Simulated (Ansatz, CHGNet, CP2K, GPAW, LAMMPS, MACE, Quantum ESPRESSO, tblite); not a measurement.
# Amorphous Ge (61 atoms) in Quantum ESPRESSO

Wanted: Quantum ESPRESSO inputs and outputs for amorphous Ge (61 atoms), checked against a plane-wave reference.

Main program and level: Quantum ESPRESSO 7.5; the method is named at each step.

**1. Starting point**

The cell holds 61 atoms: 61 Ge. Cell: a = 11.207 Å, b = 11.207 Å, c = 11.207 Å, α = 90.0°, β = 90.0°, γ = 90.0°. 61 atoms (61 Ge) placed at random at 5.23 g/cm³, melted at 3500 K for 10 ps at fixed volume with the Tersoff potential (Tersoff, Phys. Rev. B 39, 5566 (1989)). Quenched from 3500 K to 300 K at 6 K/ps and fixed volume, annealed at 1300 K for 20 ps, held 5 ps.

The yardstick, on the same geometry:

| Item | Value |
| --- | --- |
| method | Kohn-Sham DFT, PBE, PAW, plane waves (Ansatz 0.2.0); cutoff 420 eV, Γ point, fermi-dirac smearing of 0.05 eV; PAW set soft_2 |
| r.m.s. force component | 0.4429 eV/Å |
| longest force | 1.411 eV/Å |
| pressure | 4.803 GPa |
| SCF cycles | 10 |
| time | 31 s on 4 threads of Arm Neoverse V2, shared host |
| CPU time | 2 min |

**2. PBE, sssp-1.3.0-efficiency, 45/360 Ry**

Method: Kohn-Sham DFT, PBE, SSSP efficiency 1.3.0 pseudopotentials, plane waves.

The input, pw.in:

```
&control
  calculation = 'scf'
  pseudo_dir = './pseudo'
  outdir = './tmp'
  disk_io = 'none'
  tprnfor = .true.
  tstress = .true.
/
&system
  ibrav = 0
  nat = 61
  ntyp = 1
  ecutwfc = 45
  ecutrho = 360
  nosym = .true.
  occupations = 'smearing'
  smearing = 'fd'
  degauss = 0.003675
/
&electrons
  conv_thr = 3.0e-07
  electron_maxstep = 100
  mixing_beta = 0.2
  mixing_mode = 'local-TF'
  diagonalization = 'david'
/
ATOMIC_SPECIES
Ge 72.630 Ge.upf
CELL_PARAMETERS angstrom
11.20750 0.00000 0.00000
0.00000 11.20750 0.00000
0.00000 0.00000 11.20750
ATOMIC_POSITIONS crystal
Ge 0.10753 0.68397 0.81275
Ge 0.00882 0.98303 0.35227
Ge 0.52455 0.94572 0.80790
Ge 0.25408 0.14946 0.88873
Ge 0.87834 0.22258 0.00567
Ge 0.59841 0.00624 0.50144
Ge 0.93324 0.63668 0.94247
Ge 0.09266 0.32144 0.42211
Ge 0.39120 0.32656 0.21997
Ge 0.39254 0.05660 0.46445
Ge 0.90140 0.99869 0.96309
Ge 0.41313 0.28304 0.46342
Ge 0.88451 0.54042 0.29190
Ge 0.67666 0.88664 0.66520
Ge 0.21763 0.37472 0.91324
Ge 0.75422 0.21266 0.37869
Ge 0.95532 0.13520 0.67324
Ge 0.74952 0.69463 0.35545
Ge 0.15772 0.04845 0.21053
Ge 0.47661 0.14728 0.86882
Ge 0.84643 0.49192 0.79129
Ge 0.52497 0.46397 0.36200
Ge 0.54980 0.66717 0.27454
Ge 0.33135 0.74085 0.28433
Ge 0.03209 0.55722 0.11307
Ge 0.24570 0.63850 0.11119
Ge 0.25794 0.97830 0.61135
Ge 0.20891 0.68384 0.45252
Ge 0.89628 0.60838 0.61646
Ge 0.17246 0.26290 0.22517
Ge 0.34759 0.84094 0.74640
Ge 0.61282 0.70168 0.06360
Ge 0.68678 0.33490 0.07475
Ge 0.10694 0.87301 0.50369
Ge 0.24433 0.80699 0.95045
Ge 0.34589 0.96618 0.27904
Ge 0.69943 0.69398 0.56886
Ge 0.36000 0.45417 0.05349
Ge 0.23562 0.33029 0.58143
Ge 0.67769 0.01005 0.29792
Ge 0.05895 0.34707 0.05809
Ge 0.50838 0.20209 0.07700
Ge 0.13959 0.99685 0.99761
Ge 0.62790 0.48680 0.77578
Ge 0.61975 0.26931 0.75561
Ge 0.99617 0.79496 0.66782
Ge 0.61091 0.21854 0.54513
Ge 0.50645 0.00230 0.15239
Ge 0.81722 0.79577 0.04671
Ge 0.73085 0.38644 0.27147
Ge 0.03229 0.52952 0.45055
Ge 0.56963 0.49686 0.98121
Ge 0.46921 0.85002 0.99935
Ge 0.34520 0.64609 0.63033
Ge 0.53331 0.55455 0.58400
Ge 0.17206 0.15043 0.69260
[... 1 atom lines left out ...]
Ge 0.21610 0.50128 0.73807
Ge 0.84063 0.86790 0.25935
Ge 0.86834 0.94578 0.74138
Ge 0.83730 0.26825 0.79856
K_POINTS gamma
```

Command:

```
> OMP_NUM_THREADS=1 mpirun -np 4 pw.x -in pw.in > output.txt
```

The log of the run:

```text
Program PWSCF
     gamma-point specific algorithms are used
     one sub-group per band group will be used
     scalapack distributed-memory algorithm (size of sub-group:  2*  2 procs)
     Parallelization info
     sticks:   dense  smooth     PW     G-vecs:    dense   smooth      PW
     Min        3207    1607    400               273913    96889   12120
     Max        3214    1610    402               273914    96892   12126
     Sum       12841    6433   1605              1095655   387563   48489
     bravais-lattice index     =            0
     lattice parameter (alat)  =      21.1791  a.u.
     unit-cell volume          =    9499.9833 (a.u.)^3
     number of atoms/cell      =           61
     number of atomic types    =            1
     number of electrons       =       854.00
     number of Kohn-Sham states=          512
     kinetic-energy cutoff     =      45.0000  Ry
     charge density cutoff     =     360.0000  Ry
     scf convergence threshold =      3.0E-07
     mixing beta               =       0.2000
     number of iterations used =            8  local-TF  mixing
     Exchange-correlation=  SLA  PW   PBX  PBC
                           (   1   4   3   4   0   0   0)
     crystal axes: (cart. coord. in units of alat)
               a(1) = (   1.000000   0.000000   0.000000 )
               a(2) = (   0.000000   1.000000   0.000000 )
               a(3) = (   0.000000   0.000000   1.000000 )
     reciprocal axes: (cart. coord. in units 2 pi/alat)
               b(1) = (  1.000000  0.000000  0.000000 )
               b(2) = (  0.000000  1.000000  0.000000 )
               b(3) = (  0.000000  0.000000  1.000000 )
     PseudoPot. # 1 for Ge:
     Pseudo is Ultrasoft + core correction, Zval = 14.0
     atomic species   valence    mass     pseudopotential
     Ge               14.00    72.63000     Ge( 1.00)
     No symmetry found
   Cartesian axes
     number of k points=     1  Fermi-Dirac smearing, width (Ry)=  0.0037
                       cart. coord. in units 2pi/alat
        k(    1) = (   0.0000000   0.0000000   0.0000000), wk =   2.0000000
     Dense  grid:   547828 G-vectors     FFT dimensions: ( 128, 128, 128)
     Smooth grid:   193782 G-vectors     FFT dimensions: (  96,  96,  96)
     Initial potential from superposition of free atoms
     starting charge     853.9467, renormalised to     854.0000
     Starting wfcs are  549 randomized atomic wfcs
     Self-consistent Calculation
     iteration #  1     ecut=    45.00 Ry     beta= 0.20
     Threshold (ethr) on eigenvalues was too large:
     Diagonalizing with lowered threshold
     total energy              =  -13031.67601013 Ry
     estimated scf accuracy    <       1.18963902 Ry
     iteration #  2     ecut=    45.00 Ry     beta= 0.20
     total energy              =  -13031.43573999 Ry
     estimated scf accuracy    <       0.89629109 Ry
     iteration #  3     ecut=    45.00 Ry     beta= 0.20
     total energy              =  -13031.50412680 Ry
     estimated scf accuracy    <       0.02746392 Ry
     iteration #  4     ecut=    45.00 Ry     beta= 0.20
     total energy              =  -13031.50533913 Ry
     estimated scf accuracy    <       0.01769669 Ry
     iteration #  5     ecut=    45.00 Ry     beta= 0.20
     total energy              =  -13031.50679937 Ry
     estimated scf accuracy    <       0.00189878 Ry
     iteration #  6     ecut=    45.00 Ry     beta= 0.20
     total energy              =  -13031.50674725 Ry
     estimated scf accuracy    <       0.00082400 Ry
     iteration #  7     ecut=    45.00 Ry     beta= 0.20
     total energy              =  -13031.50682888 Ry
     estimated scf accuracy    <       0.00003519 Ry
     iteration #  8     ecut=    45.00 Ry     beta= 0.20
     total energy              =  -13031.50683245 Ry
     estimated scf accuracy    <       0.00002175 Ry
     iteration #  9     ecut=    45.00 Ry     beta= 0.20
     total energy              =  -13031.50683717 Ry
     estimated scf accuracy    <       0.00000150 Ry
     iteration # 10     ecut=    45.00 Ry     beta= 0.20
     total energy              =  -13031.50683810 Ry
     estimated scf accuracy    <       0.00000083 Ry
     iteration # 11     ecut=    45.00 Ry     beta= 0.20
     End of self-consistent calculation
          k = 0.0000 0.0000 0.0000 ( 24245 PWs)   bands (ev):
   -16.8174 -16.8086 -16.8067 -16.7882 -16.7832 -16.7753 -16.7736 -16.7717
   -16.7681 -16.7669 -16.7583 -16.7403 -16.7375 -16.7347 -16.7308 -16.7297
   -16.7269 -16.7239 -16.7211 -16.7179 -16.7168 -16.7146 -16.7103 -16.7081
   -16.7056 -16.7043 -16.7022 -16.6992 -16.6988 -16.6930 -16.6895 -16.6874
   -16.6838 -16.6822 -16.6787 -16.6734 -16.6719 -16.6700 -16.6685 -16.6643
   -16.6636 -16.6609 -16.6580 -16.6562 -16.6547 -16.6532 -16.6499 -16.6472
   -16.6469 -16.6441 -16.6420 -16.6411 -16.6403 -16.6372 -16.6347 -16.6334
   -16.6305 -16.6294 -16.6276 -16.6271 -16.6262 -16.6227 -16.6214 -16.6195
   -16.6188 -16.6179 -16.6141 -16.6138 -16.6107 -16.6093 -16.6075 -16.6066
   -16.6054 -16.6026 -16.5997 -16.5991 -16.5976 -16.5965 -16.5925 -16.5914
   -16.5886 -16.5868 -16.5852 -16.5841 -16.5801 -16.5795 -16.5790 -16.5750
   -16.5737 -16.5721 -16.5703 -16.5692 -16.5664 -16.5662 -16.5644 -16.5614
[...]
11.5283  11.5537  11.6644  11.7051  11.7509  11.8100  11.8513  11.9156
    11.9889  12.1168  12.1361  12.1731  12.2467  12.2750  12.3347  12.3740
    12.4358  12.4837  12.5285  12.5747  12.6214  12.6414  12.7681  12.8054
    12.8287  12.8929  12.9609  13.0043  13.0515  13.1192  13.1594  13.2169
    13.2313  13.3548  13.3846  13.3969  13.4699  13.5132  13.5528  13.5733
     the Fermi energy is     7.8853 ev
!    total energy              =  -13031.50683988 Ry
     estimated scf accuracy    <       0.00000012 Ry
     smearing contrib. (-TS)   =      -0.01200647 Ry
     internal energy E=F+TS    =  -13031.49483342 Ry
     The total energy is F=E-TS. E is the sum of the following terms:
     one-electron contribution =   -8799.89147332 Ry
     hartree contribution      =    5185.17836162 Ry
     xc contribution           =   -3556.94942078 Ry
     ewald contribution        =   -5859.83230094 Ry
     convergence has been achieved in  11 iterations
     Forces acting on atoms (cartesian axes, Ry/au):
     atom    1 type  1   force =    -0.01151069    0.00163095    0.01927522
     atom    2 type  1   force =    -0.01639935   -0.00232643   -0.01445871
     atom    3 type  1   force =     0.00518223   -0.02681040    0.01635566
     atom    4 type  1   force =     0.01360706    0.04380274   -0.00667478
     atom    5 type  1   force =    -0.01299976    0.00842033    0.01293712
     atom    6 type  1   force =     0.01337818   -0.01052806    0.00230718
     atom    7 type  1   force =    -0.00481008    0.00526562   -0.01550950
     atom    8 type  1   force =    -0.00719453   -0.00144119   -0.01239113
     atom    9 type  1   force =    -0.01196897   -0.02327630    0.00353016
     atom   10 type  1   force =    -0.01590885   -0.00783485    0.00361919
     atom   11 type  1   force =     0.00915360   -0.02348017   -0.01366686
     atom   12 type  1   force =     0.02395339    0.00814866    0.00279021
[...]
atom   57 type  1   force =    -0.00669943   -0.00121793   -0.00625935
     atom   58 type  1   force =    -0.00154013   -0.00811267   -0.01877333
     atom   59 type  1   force =     0.00177474    0.00349823    0.00163600
     atom   60 type  1   force =     0.00488543    0.03836354    0.03420473
     atom   61 type  1   force =     0.00705238    0.02183615   -0.00781112
     Total force =     0.232832     Total SCF correction =     0.002047
     Computing stress (Cartesian axis) and pressure
          total   stress  (Ry/bohr**3)                   (kbar)     P=       45.90
   0.00021948  -0.00007900   0.00006588           32.29      -11.62        9.69
  -0.00007900   0.00025329  -0.00008866          -11.62       37.26      -13.04
   0.00006588  -0.00008866   0.00046322            9.69      -13.04       68.14
     Message from routine punch:
     Nothing written, as per user request (disk_io='none')
```

Run time: 3.1 min. Hardware: 4 MPI ranks of Arm Neoverse V2, shared host; peak memory 4.1 GiB.

Banners, paths, timers and routine set-up lines are dropped from the logs unmarked, and long logs keep their key lines alone; longer cuts are marked.

Numbers from this run, and their distance from the reference:

| Property | Result |
| --- | --- |
| r.m.s. force component | 0.4425 eV/Å |
| r.m.s. difference of force components | 2.969 meV/Å |
| longest difference of force vectors | 9.008 meV/Å |
| force difference over r.m.s. force | 0.6703 % |
| slope of forces against the reference's | 0.999 |
| correlation of force components | 1 |
| pressure | 4.59 GPa |
| pressure difference | -0.213 GPa |

The surroundings of Ge50, which bears the longest force, nearest first, numbered as they follow in the input and with coordinates relative to it.

```
atom      x      y      z  distance (Å)  bonds     Fx     Fy  Fz (eV/Å)
Ge50   0.00   0.00   0.00          0.00      4  -0.61   1.13       0.57
Ge16   0.26  -1.95   1.20          2.30      4   0.02  -1.23       0.27
Ge33  -0.49  -0.58  -2.20          2.33      4   0.12  -0.95      -0.61
Ge13   1.72   1.73   0.23          2.45      4   0.56   0.01      -0.74
Ge22  -2.31   0.87   1.01          2.67      5   0.66  -0.20      -0.11
Ge18   0.21   3.45   0.94          3.59      4  -0.16   1.02       0.60
Ge23  -2.03   3.15   0.03          3.74      4  -0.93   0.03      -0.41
Ge47  -1.34  -1.88   3.07          3.84      4   0.11   0.12       0.14
 Ge5   1.65  -1.84  -2.98          3.87      4  -0.33   0.22       0.33
Ge42  -2.49  -2.07  -2.18          3.90      4   0.27   0.22       0.25
 Ge9  -3.81  -0.67  -0.58          3.91      5  -0.31  -0.60       0.09
Ge52  -1.81   1.24  -3.25          3.92      4   0.00   0.85       0.19
```

Forces lie 0.67 % from the reference's, at 6.4 times its CPU time.

**3. PBE, sssp-1.3.0-efficiency, 35/280 Ry**

Method: Kohn-Sham DFT, PBE, SSSP efficiency 1.3.0 pseudopotentials, plane waves.

Changes to pw.in since step 2:

```diff
@@ -12,4 +12,4 @@
   ntyp = 1
-  ecutwfc = 45
-  ecutrho = 360
+  ecutwfc = 35
+  ecutrho = 280
   nosym = .true.
```

The log of the run:

```text
[banner, memory and clock lines left out]
Program PWSCF
     gamma-point specific algorithms are used
     one sub-group per band group will be used
     bravais-lattice index     =            0
     lattice parameter (alat)  =      21.1791  a.u.
     unit-cell volume          =    9499.9833 (a.u.)^3
     number of atoms/cell      =           61
     number of atomic types    =            1
     number of electrons       =       854.00
[... lines left out ...]
     scf convergence threshold =      3.0E-07
[... lines left out ...]
     number of k points=     1  Fermi-Dirac smearing, width (Ry)=  0.0037
[... lines left out ...]
     total energy              =  -13031.61848222 Ry
[... lines left out ...]
     total energy              =  -13031.37580493 Ry
[... lines left out ...]
     total energy              =  -13031.44505302 Ry
[... lines left out ...]
     total energy              =  -13031.44791304 Ry
[... lines left out ...]
     total energy              =  -13031.44791861 Ry
[... lines left out ...]
          k = 0.0000 0.0000 0.0000 ( 16566 PWs)   bands (ev):
   -16.8259 -16.8170 -16.8149 -16.7964 -16.7916 -16.7837 -16.7820 -16.7801
   -16.7765 -16.7753 -16.7668 -16.7487 -16.7459 -16.7431 -16.7392 -16.7380
   -16.7352 -16.7323 -16.7294 -16.7262 -16.7250 -16.7231 -16.7187 -16.7165
[...]
12.8287  12.8929  12.9610  13.0044  13.0515  13.1193  13.1595  13.2169
    13.2313  13.3548  13.3846  13.3970  13.4700  13.5133  13.5529  13.5733
     the Fermi energy is     7.8855 ev
!    total energy              =  -13031.44792823 Ry
     estimated scf accuracy    <       0.00000013 Ry
     smearing contrib. (-TS)   =      -0.01200765 Ry
     internal energy E=F+TS    =  -13031.43592058 Ry
     The total energy is F=E-TS. E is the sum of the following terms:
     one-electron contribution =   -8799.51291313 Ry
     hartree contribution      =    5184.73508694 Ry
     xc contribution           =   -3556.82579346 Ry
     ewald contribution        =   -5859.83230094 Ry
     convergence has been achieved in  11 iterations
     Forces acting on atoms (cartesian axes, Ry/au):
     atom    1 type  1   force =    -0.01148485    0.00163499    0.01928430
     atom    2 type  1   force =    -0.01640727   -0.00232521   -0.01446663
     atom    3 type  1   force =     0.00519575   -0.02680740    0.01635319
[...]
atom   60 type  1   force =     0.00488571    0.03836059    0.03421741
     atom   61 type  1   force =     0.00705354    0.02184637   -0.00782696
     Total force =     0.232883     Total SCF correction =     0.002081
     Computing stress (Cartesian axis) and pressure
          total   stress  (Ry/bohr**3)                   (kbar)     P=       33.21
   0.00013327  -0.00007896   0.00006587           19.60      -11.61        9.69
  -0.00007896   0.00016704  -0.00008865          -11.61       24.57      -13.04
   0.00006587  -0.00008865   0.00037693            9.69      -13.04       55.45
     Message from routine punch:
     Nothing written, as per user request (disk_io='none')
```

Wall time 2.3 min (4 MPI ranks); peak memory 2.9 GiB; 9.1 min of CPU time.

Against the reference:

- r.m.s. force component: 0.4426 eV/Å
- r.m.s. difference of force components: 2.896 meV/Å
- longest difference of force vectors: 8.339 meV/Å
- force difference over r.m.s. force: 0.6537 %
- slope of forces against the reference's: 0.9992
- correlation of force components: 1
- pressure: 3.321 GPa
- pressure difference: -1.482 GPa
- energy less the same-level run's: 13.14 meV/atom
- r.m.s. force difference from the same-level run: 0.246 meV/Å

This is a coarse setting, run to see what it loses.

Against the first run (0.67 %), the force difference from the reference is 0.65 %, at 0.73 times the CPU time: the change moves forces by 0.25 meV/Å r.m.s., so most of the difference comes from elsewhere.

**4. Side by side**

Differences are against the plane-wave reference, forces as r.m.s. over components; share is that over the reference's r.m.s. force, slope the least-squares factor from reference forces to these. Total energies of different programs have different zeros and aren't compared.

```
                                              run  Δ force, r.m.s. (meV/Å)  share (%)  slope  Δ pressure (GPa)  cores  CPU time  memory (GiB)
                                        reference                        -          -      -                 -      4     2 min           2.1
         QE PBE, sssp-1.3.0-efficiency, 45/360 Ry                     2.97      0.670  0.999            -0.213      4    12 min           4.1
QE PBE, sssp-1.3.0-efficiency, 35/280 Ry (coarse)                     2.90      0.654  0.999             -1.48      4   9.1 min           2.9
```

Rows marked coarse were listed beforehand as settings not expected to be converged; some can still land near the reference.

CPU time is summed over cores on a shared host, where runs went side by side, so it is rough. Symmetry, cutoffs, thresholds, outputs and thread counts weren't matched or tuned between programs; memory under MPI is the largest rank's times the ranks.

Within one program, basis, potentials and functional, energies share a zero. Each run against its twin at the usual cutoff or grid and solver:

```
                                     run                              twin  Δ energy (meV/atom)  Δ force, r.m.s. (meV/Å)  CPU time over the twin's
QE PBE, sssp-1.3.0-efficiency, 35/280 Ry  sssp-1.3.0-efficiency, 45/360 Ry                 13.1                    0.246                      0.73
```

**5. Results**

- nearest in forces: QE PBE, sssp-1.3.0-efficiency, 35/280 Ry (coarse), 0.65 %
- its CPU time: 9.1 min

In words: PBE on plane waves or a grid with other potentials, cutoffs or grids, coarse settings apart, differs from the reference by 0.67 % (QE PBE, sssp-1.3.0-efficiency, 45/360 Ry) of the r.m.s. force; this holds the reference's own error, so differences of a few per cent don't tell which side is nearer the exact PBE result (QE's 45 Ry are 612 eV, against the reference's 420 eV). Runs with settings chosen to be coarse differ by 0.65 % (QE PBE, sssp-1.3.0-efficiency, 35/280 Ry), their programs' other errors included. None of the electronic-structure runs in the table takes under half the reference's CPU time of 2 min; they take 4.6 to 6.4 times as much. The quench rate of 6 K/ps is many orders above laboratory rates, so the cell is likely richer in defects and strain than a real sample. The network of bonds at the start is that of the classical potential that made the cell, and needn't be the one that DFT or experiment would give. The reference's stress is far from hydrostatic: its diagonal is 3.4, 3.9, 7.0 GPa, compression counted positive. The electronic-structure runs sample only Γ, in a cell whose shortest periodic width is 11 Å, which is coarse for a cell with partly filled levels.

[Also dropped from logs without a mark: logging warnings of Python, and SIESTA's first energy breakdown and zero terms.]

[Logs are printed without paths, hosts, clocks, repeated set-up lines and the standing remarks that a program may print on its own settings, such as how far it seeks lower states.]

[Hosts, paths, dates, database ids (printed as entryN), source tags and the programs' standing remarks are cut or masked in the printed files.]
